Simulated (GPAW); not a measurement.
# Screening of a field by In2SSe monolayer

Wanted: the out-of-plane polarisability of In2SSe monolayer.

Method: GPAW, PAW setups; layer in a repeated cell with vacuum, relaxation of atoms and in-plane cell, in the first sound run; inputs show where later runs differ, in GPAW 26.7.0.

Report form: the programs' logs are mostly left out.

## (1) The structure

The cell holds 4 atoms: 1 Se, 2 In and 1 S. Cell: a = 4.017 Å, b = 4.017 Å, c = 19.055 Å, α = 90.0°, β = 90.0°, γ = 120.0°. Vacuum lies along c.

## (2) Relaxation

Forces are removed first; all later runs use this geometry.

run.py

```python
import json
import numpy as np
from ase import Atoms
from ase.filters import FrechetCellFilter
from ase.optimize import BFGS
from gpaw import GPAW, PW

slab = Atoms(
    ['Se', 'In', 'In', 'S'],
    positions=[
        [-0.00000, 2.31922, 7.00000],
        [0.00000, 0.00000, 8.28208],
        [0.00000, 0.00000, 11.12208],
        [-0.00000, 2.31922, 12.05548]],
    cell=[[4.017, 0.0, 0.0], [-2.0085, 3.47882, 0.0], [0.0, 0.0, 19.0555]],
    pbc=[True, True, True])

slab.calc = GPAW(mode=PW(600), xc='PBE', kpts={'size': (9, 9, 1), 'gamma': True},
                 occupations={'name': 'fermi-dirac', 'width': 0.05}, nbands='160%',
                 convergence={'density': 1e-05}, maxiter=200,
                 symmetry={'tolerance': 1e-3}, txt='slab.txt')
result = {}
# The in-plane cell is free; stress needs a cell that repeats along all three vectors
path = []
opt = BFGS(FrechetCellFilter(slab, mask=[1, 1, 0, 0, 0, 1]), maxstep=0.2)
opt.attach(lambda: path.append((slab.get_potential_energy(), slab.positions.tolist(), slab.get_forces().tolist())))
result['relaxed'] = bool(opt.run(fmax=0.02, steps=45))
result['path'] = path
result['cell'] = slab.cell.tolist()
print('in-plane lattice', slab.cell.cellpar().round(4)[[0, 1, 5]])
energy = slab.get_potential_energy()
fermi = slab.calc.get_fermi_level()
v = slab.calc.get_electrostatic_potential().mean((0, 1)) - fermi
n = slab.calc.get_pseudo_density().mean((0, 1))
L = slab.cell[2, 2]
z = np.arange(len(v)) * L / len(v)
low, high = slab.positions[:, 2].min(), slab.positions[:, 2].max()
below, above = np.interp([low - 4.8, high + 4.8], z, v)
slopes = [np.interp(x, z, np.gradient(v, z)) for x in (low - 4.8, high + 4.8)]
eps = np.array([[slab.calc.get_eigenvalues(k, s) for k in range(len(slab.calc.get_ibz_k_points()))]
                for s in range(slab.calc.get_number_of_spins())]) - fermi
top, bottom = eps[eps < 0].max(), eps[eps > 0].min()
dipole = slab.get_dipole_moment()[2]
print(f'energy {energy:.4f} eV, Fermi level {fermi:.4f} eV, dipole {dipole:.5f} e A')
print(f'potential 4.8 A off the faces, from the Fermi level: lower {below:.4f} eV, upper {above:.4f} eV')
print(f'slope of the potential there: lower {slopes[0]:.5f}, upper {slopes[1]:.5f} eV/A')
print(f'nearest levels on the mesh: {top:.4f} and {bottom:.4f} eV')
print('magnetic moment', round(slab.get_magnetic_moment(), 3))
result.update(energy=energy, fermi=fermi, dipole=dipole, below=below, above=above, slopes=slopes, edges=[top, bottom],
              z=z.tolist(), v=v.tolist(), n=n.tolist(), positions=slab.positions.tolist(),
              forces=slab.get_forces(apply_constraint=False).tolist(), moments=slab.get_magnetic_moments().tolist())
json.dump(result, open('result.json', 'w'))
```

Run with:

```console
OMP_NUM_THREADS=1 OPENBLAS_NUM_THREADS=1 python run.py
```

Run time: 13 min. Hardware: 1 thread of Arm Neoverse V1, shared host; peak memory 0.45 GiB.

This step gave:

| Quantity | Value |
| --- | --- |
| dipole along the normal | -0.02592 e·Å |
| levels nearest the Fermi level on the mesh | -0.8372, 0.7019 eV from the Fermi level |

Table of electrostatic potential energy of an electron (without an applied field's), less the Fermi level, planar mean by z:

z (Å), electrostatic potential energy of an electron (without an applied field's), less the Fermi level, planar mean (eV) and a bar from the least value:
```
      0.0        5.3 ##############################
      0.5        5.3 ##############################
      1.0        5.3 ##############################
      1.5        5.3 ##############################
      2.0        5.3 ##############################
      2.5        5.3 ##############################
      3.0        5.3 ##############################
      3.5        5.2 ##############################
      4.0        5.2 ##############################
      4.5        5.2 ##############################
      5.0        5.1 ##############################
      5.5        4.7 #############################
      6.0        2.8 ##########################
      6.5       -4.4 ##############
      7.0      -13.3 
      7.5       -6.6 ###########
      8.0      -10.9 ####
      8.5      -10.2 #####
      9.0       -1.3 ###################
      9.5        2.1 #########################
     10.0        1.4 ########################
     10.5       -3.9 ###############
     11.0      -12.7 #
     11.5       -9.2 #######
     12.0      -10.9 ####
     12.5       -6.2 ###########
     13.0        2.4 #########################
     13.5        4.8 #############################
     14.0        5.3 ##############################
     14.5        5.4 ##############################
     15.0        5.4 ##############################
     15.5        5.4 ##############################
     16.0        5.4 ##############################
     16.5        5.4 ##############################
     17.0        5.3 ##############################
     17.5        5.3 ##############################
     18.0        5.3 ##############################
     18.5        5.3 ##############################
```

Pseudo valence density, planar mean against z:

z (Å), pseudo valence density, planar mean (e/Å³) and a bar from the least value:
```
     0.00       0.00 
     0.53       0.00 
     1.06       0.00 
     1.59       0.00 
     2.12       0.00 
     2.47       0.00 
     3.00       0.00 
     3.53       0.00 
     4.06       0.00 
     4.59       0.00 
     5.12       0.01 
     5.65       0.04 #
     6.18       0.17 #####
     6.70       0.24 ########
     7.06       0.22 #######
     7.59       0.41 #############
     8.12       0.93 ##############################
     8.65       0.46 ###############
     9.17       0.12 ####
     9.70       0.08 ###
    10.23       0.15 #####
    10.76       0.61 ####################
    11.29       0.84 ###########################
    11.82       0.42 ##############
    12.17       0.30 ##########
    12.70       0.24 ########
    13.23       0.07 ##
    13.76       0.02 
    14.29       0.00 
    14.82       0.00 
    15.35       0.00 
    15.88       0.00 
    16.41       0.00 
    16.76       0.00 
    17.29       0.00 
    17.82       0.00 
    18.35       0.00 
    18.88       0.00
```

The relaxation lowered the energy of the cell by 0.101 eV (energies extrapolated to zero smearing; the optimiser's log prints free energies). The largest force left on a free atom is 0.011 eV/Å.

## (3) Plane waves, PBE

With the geometry fixed, the planar mean of the potential gives the vacuum level on each side.

This step: GPAW, PAW setups; slab in vacuum (GPAW 26.7.0).

The cell differs from the one that the last finished run ended in (c 19.055 → 19.269 Å).

Changes to run.py since step 2:

```diff
@@ -3,4 +3,2 @@
 from ase import Atoms
-from ase.filters import FrechetCellFilter
-from ase.optimize import BFGS
 from gpaw import GPAW, PW
@@ -10,22 +8,15 @@
     positions=[
-        [-0.00000, 2.31922, 7.00000],
-        [0.00000, 0.00000, 8.28208],
-        [0.00000, 0.00000, 11.12208],
-        [-0.00000, 2.31922, 12.05548]],
-    cell=[[4.017, 0.0, 0.0], [-2.0085, 3.47882, 0.0], [0.0, 0.0, 19.0555]],
-    pbc=[True, True, True])
+        [-0.00000, 2.30545, 7.00000],
+        [-0.00000, -0.00000, 8.32022],
+        [-0.00000, -0.00000, 11.13623],
+        [-0.00000, 2.30545, 12.26863]],
+    cell=[[3.99315, -0.0, 0.0], [-1.99658, 3.45817, 0.0], [0.0, 0.0, 19.2686]],
+    pbc=[True, True, False])
 
-slab.calc = GPAW(mode=PW(600), xc='PBE', kpts={'size': (9, 9, 1), 'gamma': True},
+slab.calc = GPAW(mode=PW(400), xc='PBE', kpts={'size': (9, 9, 1), 'gamma': True},
                  occupations={'name': 'fermi-dirac', 'width': 0.05}, nbands='160%',
                  convergence={'density': 1e-05}, maxiter=200,
+                 poissonsolver={'dipolelayer': 'xy'},
                  symmetry={'tolerance': 1e-3}, txt='slab.txt')
 result = {}
-# The in-plane cell is free; stress needs a cell that repeats along all three vectors
-path = []
-opt = BFGS(FrechetCellFilter(slab, mask=[1, 1, 0, 0, 0, 1]), maxstep=0.2)
-opt.attach(lambda: path.append((slab.get_potential_energy(), slab.positions.tolist(), slab.get_forces().tolist())))
-result['relaxed'] = bool(opt.run(fmax=0.02, steps=45))
-result['path'] = path
-result['cell'] = slab.cell.tolist()
-print('in-plane lattice', slab.cell.cellpar().round(4)[[0, 1, 5]])
 energy = slab.get_potential_energy()
```

The job ended after 35 s (1 thread; peak memory 0.22 GiB).

Numbers from this step:

```
dipole along the normal                    : -0.01651 e·Å
levels nearest the Fermi level on the mesh : -0.8360, 0.7004 eV from the Fermi level
upper work function                        : 5.416 eV
lower work function                        : 5.199 eV
upper ionisation energy                    : 6.252 eV
```

The electrostatic potential energy of an electron (without an applied field's), less the Fermi level, planar mean oscillates, so the rows of the table below give means over windows of 1 Å about each position, cut where the curve ends. Its maxima inside the range that stand out by 2 % of the span (Å: eV): 7.6: -6.48, 9.7: 2.31, 11.8: -8.11. Its minima: 7.1: -13.4, 8.3: -12.9, 11.1: -13.1, 12.2: -12.2.

Electrostatic potential energy of an electron (without an applied field's), less the Fermi level, planar mean against z; means over each step:

```
z (Å)  electrostatic potential energy of an electron (without an applied field's), less the Fermi level, planar mean (eV)
    0                                                                                                                5.24
    1                                                                                                                5.20
    2                                                                                                                5.20
    3                                                                                                                5.20
    4                                                                                                                5.19
    5                                                                                                                5.05
    6                                                                                                                2.43
    7                                                                                                               -9.74
    8                                                                                                               -9.71
    9                                                                                                               -3.19
   10                                                                                                                1.02
   11                                                                                                               -9.81
   12                                                                                                               -9.86
   13                                                                                                               0.556
   14                                                                                                                5.17
   15                                                                                                                5.40
   16                                                                                                                5.41
   17                                                                                                                5.42
   18                                                                                                                5.42
   19                                                                                                                5.40
```

The pseudo valence density, planar mean oscillates, so the rows of the table below give means over windows of 1 Å about each position, cut where the curve ends. Its maxima inside the range that stand out by 2 % of the span (Å: e/Å³): 6.6: 0.276, 8.3: 0.998, 11.1: 1.02. Its minima: 7.1: 0.190, 9.6: 0.0797.

The pseudo valence density, planar mean by z; means over each step:

```
z (Å)  pseudo valence density, planar mean (e/Å³)
    3                                      2.2e-5
    4                                      3.8e-4
    5                                     0.00757
    6                                       0.112
    7                                       0.263
    8                                       0.672
    9                                       0.302
   10                                       0.114
   11                                       0.694
   12                                       0.406
   13                                       0.166
   14                                      0.0133
   15                                      6.5e-4
   16                                      3.3e-5
```

The layer is gapped, so the Fermi level lies somewhere inside the gap, set by smearing and numerics, and these work functions are no property of the material; the band edges below the vacuum level are. The potential is flat to 1.5e-4 eV/Å where it is read, so the vacuum is wide enough.

## (4) Field on

A uniform field along the normal polarises the slab; the atoms stay fixed, so this is the electronic response alone.

Changes to run.py since step 3:

```diff
@@ -4,2 +4,3 @@
 from gpaw import GPAW, PW
+from gpaw.external import ConstantElectricField
 
@@ -19,2 +20,3 @@
                  poissonsolver={'dipolelayer': 'xy'},
+                 external=ConstantElectricField(-0.2, [0, 0, 1]),
                  symmetry={'tolerance': 1e-3}, txt='slab.txt')
```

It took 96 s on 1 thread; peak memory 0.35 GiB.

Numbers from this step:

```
dipole along the normal                                         : -0.1237 e·Å
levels nearest the Fermi level on the mesh                      : -0.8356, 0.7007 eV from the Fermi level
potential below the slab, the applied field's own ramp left out : 4.488 eV from the Fermi level
potential above the slab, the applied field's own ramp left out : 6.109 eV from the Fermi level
```

The electrostatic potential energy of an electron (without an applied field's), less the Fermi level, planar mean oscillates, so the rows of the table below give means over windows of 1 Å about each position, cut where the curve ends. Its maxima inside the range that stand out by 2 % of the span (Å: eV): 7.6: -6.85, 9.7: 2.33, 11.8: -7.71, 18.7: 6.11. Its minima: 7.1: -13.9, 8.3: -13.1, 11.1: -12.8, 12.2: -11.7.

Table of electrostatic potential energy of an electron (without an applied field's), less the Fermi level, planar mean by z; means over each step:

| z (Å) | electrostatic potential energy of an electron (without an applied field's), less the Fermi level, planar mean (eV) |
| --- | --- |
| 0 | 4.79 |
| 1 | 4.49 |
| 2 | 4.49 |
| 3 | 4.49 |
| 4 | 4.48 |
| 5 | 4.35 |
| 6 | 1.79 |
| 7 | -10.2 |
| 8 | -10.00 |
| 9 | -3.30 |
| 10 | 1.10 |
| 11 | -9.56 |
| 12 | -9.42 |
| 13 | 1.16 |
| 14 | 5.84 |
| 15 | 6.09 |
| 16 | 6.11 |
| 17 | 6.11 |
| 18 | 6.11 |
| 19 | 5.99 |

The dipole is now -0.124 e Å, against -0.017 in the run without a field.

## (5) In a field

Changes to run.py since step 4:

```diff
@@ -20,3 +20,3 @@
                  poissonsolver={'dipolelayer': 'xy'},
-                 external=ConstantElectricField(-0.2, [0, 0, 1]),
+                 external=ConstantElectricField(-0.1, [0, 0, 1]),
                  symmetry={'tolerance': 1e-3}, txt='slab.txt')
```

Elapsed: 96 s, on 1 thread; peak memory 0.35 GiB.

Numbers from this step:

| Property | Result |
| --- | --- |
| dipole along the normal | -0.07009 e·Å |
| levels nearest the Fermi level on the mesh | -0.8358, 0.7007 eV from the Fermi level |
| potential below the slab, the applied field's own ramp left out | 4.843 eV from the Fermi level |
| potential above the slab, the applied field's own ramp left out | 5.761 eV from the Fermi level |

Table of electrostatic potential energy of an electron (without an applied field's), less the Fermi level, planar mean by z:

```
z (Å)  electrostatic potential energy of an electron (without an applied field's), less the Fermi level, planar mean (eV)
  0.0                                                                                                                5.30
  0.5                                                                                                                4.84
  1.0                                                                                                                4.84
  1.5                                                                                                                4.84
  2.0                                                                                                                4.84
  2.5                                                                                                                4.84
  3.0                                                                                                                4.84
  3.5                                                                                                                4.84
  4.0                                                                                                                4.84
  4.5                                                                                                                4.82
  5.0                                                                                                                4.74
  5.5                                                                                                                4.40
  6.0                                                                                                                2.88
  6.5                                                                                                               -3.25
  7.0                                                                                                               -13.5
  7.5                                                                                                               -7.29
  8.0                                                                                                               -10.1
  8.5                                                                                                               -11.4
  9.0                                                                                                               -2.21
  9.5                                                                                                                1.92
 10.0                                                                                                                1.78
 10.5                                                                                                               -2.77
 11.0                                                                                                               -11.9
 11.5                                                                                                               -9.80
 12.0                                                                                                               -9.78
 12.5                                                                                                               -7.67
 13.0                                                                                                                2.07
 13.5                                                                                                                4.95
 14.0                                                                                                                5.58
 14.5                                                                                                                5.72
 15.0                                                                                                                5.75
 15.5                                                                                                                5.76
 16.0                                                                                                                5.76
 16.5                                                                                                                5.76
 17.0                                                                                                                5.76
 17.5                                                                                                                5.76
 18.0                                                                                                                5.76
 18.5                                                                                                                5.76
 19.0                                                                                                                5.63
```

The dipole is now -0.0701 e Å, against -0.017 in the run without a field.

[end of part 1 of 2]

[Logs are printed without paths, hosts, clocks, repeated set-up lines and the standing remarks that a program may print on its own settings, such as how far it seeks lower states.]

[Hosts, paths, dates, database ids (printed as entryN), source tags and the programs' standing remarks are cut or masked in the printed files.]
